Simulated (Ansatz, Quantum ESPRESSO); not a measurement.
# Cl on fcc sites of Al(111): the work function of the upper face at a withheld member of a series

How the rows were computed: Quantum ESPRESSO 7.5, PBE, GBRV ultrasoft. Slabs of 3 layers, covered on the upper face; adsorbates and the top layer relax in a periodic cell, the rest is held (the clean slab relaxes both outer layers); a run under open boundaries (ESM, bc1) gives both vacuum levels. Cells of one to 9 surface sites carry the coverages, on meshes of like density; cold smearing of 0.02 Ry. The slabs take the lattice constants of the bulk relaxed by the same program. The series steps the coverage.

```tsv
coverage	work function of the upper face (eV)
0 ML	3.789
0.1111 ML	4.264
0.1667 ML	4.401
0.25 ML	4.441
0.3333 ML	4.610
0.5 ML	4.456
0.6667 ML	4.413
0.75 ML	4.376
```

To predict: What is the work function of the upper face at 1 ML?

By hand: The rows at 0.6667 ML and 0.75 ML give a slope of (4.376 − (4.413))/(0.75 − (0.6667)) = −0.4442, so a straight line gives 4.265 eV. A parabola through these and the row at 0.5 ML gives 4.203 eV.

**The withheld run.** 4.126 eV. The line misses by +0.139 and the parabola by +0.077 eV.

Caveats: Thin slabs, one site and one ordered pattern a coverage; no reconstruction or subsurface sites; meshes differ a little between cells.

[Logs are printed without paths, hosts, clocks, repeated set-up lines and the standing remarks that a program may print on its own settings, such as how far it seeks lower states.]
